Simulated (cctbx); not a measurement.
# Interatomic vectors of Ho2PbSe5

Space group Pbam (no. 55), a = 8.2160 Å, b = 11.5970 Å, c = 4.1560 Å, α = 90.00°, β = 90.00°, γ = 90.00°, content Pb2 Ho4 Se10.

The data are simulated with cctbx, not measured: Cu Kα, λ = 1.54184 Å, to d = 0.8 Å, 50 % of the full sphere, strongest reflection 70000 counts, noise from counting, a 1.5 % proportional error and a noise floor of 4 counts (s.d.); no absorption.

Patterson synthesis from sharpened amplitudes, origin scaled to 1000:

```text
Patterson group P m m m
      u       v       w   height  length (A)
  0.000   0.000   0.000   1000.0     0.00
  0.500   0.500   0.000    499.9     7.11
  0.500   0.000   0.000    289.7     4.11
  0.000   0.500   0.000    276.3     5.80
  0.076   0.331   0.500    236.5     4.41
  0.424   0.168   0.500    232.0     4.50
  0.351   0.298   0.000    167.0     4.50
  0.431   0.361   0.500    166.1     5.86
  0.307   0.426   0.500    163.1     5.92
  0.191   0.078   0.500    160.5     2.76
  0.149   0.202   0.000    159.1     2.65
  0.347   0.500   0.000    137.6     6.46
  0.500   0.162   0.000    134.3     4.52
  0.282   0.402   0.000    121.8     5.21
```

**Question.** Which atom pairs make the peaks, and where is the heaviest atom?

A peak at u stands for all pairs with xi − xj = u, with weight Σ ZiZj against Σ Z² = 42964 at the origin. Peak heights follow these weights only roughly, since form factors, motion and series ripples differ, all vectors within 0.55 Å of a peak are counted as merged into it though the farther ones add only part of their weight, and F(000) is left out, which lowers the whole map:

| u | v | w | shortest length (Å) | height | 1000 ΣZiZj/ΣZ² | pairs in the cell |
| --- | --- | --- | --- | --- | --- | --- |
| 0.500 | 0.500 | 0.000 | 7.11 | 500 | 367 | 2 × Pb–Pb, 2 × Se–Se |
| 0.500 | 0.000 | 0.000 | 4.11 | 290 | 260 | 4 × Pb–Se |
| 0.000 | 0.500 | 0.000 | 5.80 | 276 | 260 | 4 × Pb–Se |
| 0.076 | 0.331 | 0.500 | 4.41 | 236 | 256 | 2 × Pb–Ho |
| 0.424 | 0.168 | 0.500 | 4.50 | 232 | 256 | 2 × Pb–Ho |
| 0.351 | 0.298 | 0.000 | 4.50 | 167 | 130 | 2 × Pb–Se |
| 0.431 | 0.361 | 0.500 | 5.86 | 166 | 266 | 4 × Ho–Se, 2 × Se–Se |
| 0.307 | 0.426 | 0.500 | 5.92 | 163 | 130 | 2 × Pb–Se |
| 0.191 | 0.078 | 0.500 | 2.76 | 160 | 130 | 2 × Pb–Se |
| 0.149 | 0.202 | 0.000 | 2.64 | 159 | 130 | 2 × Pb–Se |

The table stops at ten peaks or at a height of 45, below which ripples compete. In the model behind the data Pb, the heaviest element, has 1 independent site: (0, 0, 0), up to an allowed shift of origin; the Pb–Pb vectors are differences of these positions and their symmetry mates. The whole model:

```csv
atom,mult.,x,y,z,Ueq (Å²)
Pb1,2,0,0,0,0.0068
Ho1,4,0.9227,0.6690,1/2,0.0082
Se1,4,0.3513,0.2999,0,0.0089
Se2,2,0,1/2,0,0.0138
Se3,4,0.8084,0.9288,1/2,0.0119
```

The model is made up (kin elements in a known structure type, no relaxation), so it says nothing on whether the phase exists.

[Logs are printed without paths, hosts, clocks, repeated set-up lines and the standing remarks that a program may print on its own settings, such as how far it seeks lower states.]
